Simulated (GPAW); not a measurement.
# 2H-TaSTe monolayer in an electric field, part 2 of 2

Wanted: the out-of-plane polarisability of 2H-TaSTe monolayer.

GPAW 26.7.0; GPAW, PAW setups; layer in a repeated cell with vacuum, relaxation of atoms and in-plane cell (the session's first sound run).

So far. Step 8 (In a field): The dipole is now -0.00217 e Å, against -0.036 in the run without a field. Step 9 (Field on): The dipole is now 0.0313 e Å, against -0.036 in the run without a field.

## Step 10: In a field

Level of this step: GPAW, PAW setups; slab in vacuum (GPAW).

Input file run.py:

```python
import json
import numpy as np
from ase import Atoms
from gpaw import GPAW, PW
from gpaw.external import ConstantElectricField

slab = Atoms(
    ['Te', 'Ta', 'S'],
    positions=[
        [0.00000, 2.03407, 9.00000],
        [-0.00000, 0.00000, 10.94632],
        [0.00000, 2.03407, 12.36513]],
    cell=[[3.52312, 0.0, 0.0], [-1.76156, 3.05111, 0.0], [0.0, 0.0, 21.3651]],
    pbc=[True, True, False])

slab.calc = GPAW(mode=PW(400), xc='PBE', kpts={'size': (9, 9, 1), 'gamma': True},
                 occupations={'name': 'fermi-dirac', 'width': 0.05}, nbands='160%',
                 convergence={'density': 1e-05}, maxiter=200,
                 poissonsolver={'dipolelayer': 'xy'},
                 external=ConstantElectricField(0.3, [0, 0, 1]),
                 symmetry={'tolerance': 1e-3}, txt='slab.txt')
result = {}
energy = slab.get_potential_energy()
fermi = slab.calc.get_fermi_level()
v = slab.calc.get_electrostatic_potential().mean((0, 1)) - fermi
n = slab.calc.get_pseudo_density().mean((0, 1))
L = slab.cell[2, 2]
z = np.arange(len(v)) * L / len(v)
low, high = slab.positions[:, 2].min(), slab.positions[:, 2].max()
below, above = np.interp([low - 6.8, high + 6.8], z, v)
slopes = [np.interp(x, z, np.gradient(v, z)) for x in (low - 6.8, high + 6.8)]
eps = np.array([[slab.calc.get_eigenvalues(k, s) for k in range(len(slab.calc.get_ibz_k_points()))]
                for s in range(slab.calc.get_number_of_spins())]) - fermi
top, bottom = eps[eps < 0].max(), eps[eps > 0].min()
dipole = slab.get_dipole_moment()[2]
print(f'energy {energy:.4f} eV, Fermi level {fermi:.4f} eV, dipole {dipole:.5f} e A')
print(f'potential 6.8 A off the faces, from the Fermi level: lower {below:.4f} eV, upper {above:.4f} eV')
print(f'slope of the potential there: lower {slopes[0]:.5f}, upper {slopes[1]:.5f} eV/A')
print(f'nearest levels on the mesh: {top:.4f} and {bottom:.4f} eV')
print('magnetic moment', round(slab.get_magnetic_moment(), 3))
result.update(energy=energy, fermi=fermi, dipole=dipole, below=below, above=above, slopes=slopes, edges=[top, bottom],
              z=z.tolist(), v=v.tolist(), n=n.tolist(), positions=slab.positions.tolist(),
              forces=slab.get_forces(apply_constraint=False).tolist(), moments=slab.get_magnetic_moments().tolist())
json.dump(result, open('result.json', 'w'))
```

Launch:

```
> OMP_NUM_THREADS=1 OPENBLAS_NUM_THREADS=1 python run.py
```

Log:

```text
energy -19.1607 eV, Fermi level -1.3686 eV, dipole 0.06481 e A
potential 6.8 A off the faces, from the Fermi level: lower 5.7418 eV, upper 4.6508 eV
slope of the potential there: lower 0.00005, upper -0.00006 eV/A
nearest levels on the mesh: -0.0167 and 0.0989 eV
magnetic moment 0.0
```

Run time: 90 s. Hardware: 1 thread of Arm Neoverse V2, shared host; peak memory 0.3 GiB.

Electrostatic potential energy of an electron (without an applied field's), less the Fermi level, planar mean against z:

z (Å), electrostatic potential energy of an electron (without an applied field's), less the Fermi level, planar mean (eV) and a bar from the least value:
```
      0.0        5.2 #############################
      0.5        5.7 ##############################
      1.0        5.7 ##############################
      1.5        5.7 ##############################
      2.0        5.7 ##############################
      2.5        5.7 ##############################
      3.0        5.7 ##############################
      3.5        5.7 ##############################
      4.0        5.7 ##############################
      4.5        5.7 ##############################
      5.0        5.7 ##############################
      5.5        5.7 ##############################
      6.0        5.7 ##############################
      6.5        5.7 ##############################
      7.0        5.5 ##############################
      7.5        4.7 #############################
      8.0        1.6 #########################
      8.5       -8.5 #############
      9.0      -20.1 
      9.5       -9.5 ############
     10.0       -3.4 ###################
     10.5      -10.9 ###########
     11.0      -18.3 ##
     11.5       -9.8 ############
     12.0       -9.9 ############
     12.5      -13.7 #######
     13.0       -0.8 ######################
     13.5        3.5 ###########################
     14.0        4.4 ############################
     14.5        4.6 #############################
     15.0        4.6 #############################
     15.5        4.6 #############################
     16.0        4.7 #############################
     16.5        4.7 #############################
     17.0        4.7 #############################
     17.5        4.7 #############################
     18.0        4.7 #############################
     18.5        4.7 #############################
     19.0        4.7 #############################
     19.5        4.7 #############################
     20.0        4.7 #############################
     20.5        4.7 #############################
     21.0        4.7 #############################
```

The dipole is now 0.0648 e Å, against -0.036 in the run without a field.

## Step 11: The series

The members are put on one axis.

This step: induced dipole against applied field (GPAW 26.7.0).

Table of dipole along the normal by field:

```
field (V/Å)  dipole along the normal (e·Å)
     -0.200                         -0.102
     -0.100                        -0.0690
     -0.050                        -0.0523
      0.000                        -0.0359
      0.050                        -0.0189
      0.100                       -0.00217
      0.200                         0.0313
      0.300                         0.0648
```

## Step 12: Summary of results

```
work function, upper and lower face            : 5.437 and 4.838 eV
dipole along the normal                        : -0.0359 e Å
induced dipole per field                       : 0.334 e Å per V/Å
out-of-plane polarisability per area, α/(ε0 A) : 5.63 Å
```

The field induces 0.334 e Å per V/Å, a polarisable thickness α/(ε0 A) of 5.63 Å beside 3.37 Å between the outermost nuclei. A perfect conductor would give the distance between its two image planes; a dielectric of thickness t gives t(1 - 1/ε). The two faces differ by 0.60 eV, the step that the slab's dipole makes (e p/(ε0 A) gives 0.60 eV), so the dipole layer is needed. The induced dipole is linear in the field over this range. The starting lattice was a guess from atomic radii; the relaxation moved it by -4 %. The relaxation of atoms and cell ran in a fully periodic cell without the dipole layer, so the atoms of this polar layer felt a small spurious field. The cell holds an odd number of electrons, so without spin polarisation it must come out metallic and without a moment, whatever its true state. The layer's cell and atoms come from the relaxation; spin-orbit coupling and temperature are left out.

[Logs are printed without paths, hosts, clocks, repeated set-up lines and the standing remarks that a program may print on its own settings, such as how far it seeks lower states.]

[Hosts, paths, dates, database ids (printed as entryN), source tags and the programs' standing remarks are cut or masked in the printed files.]
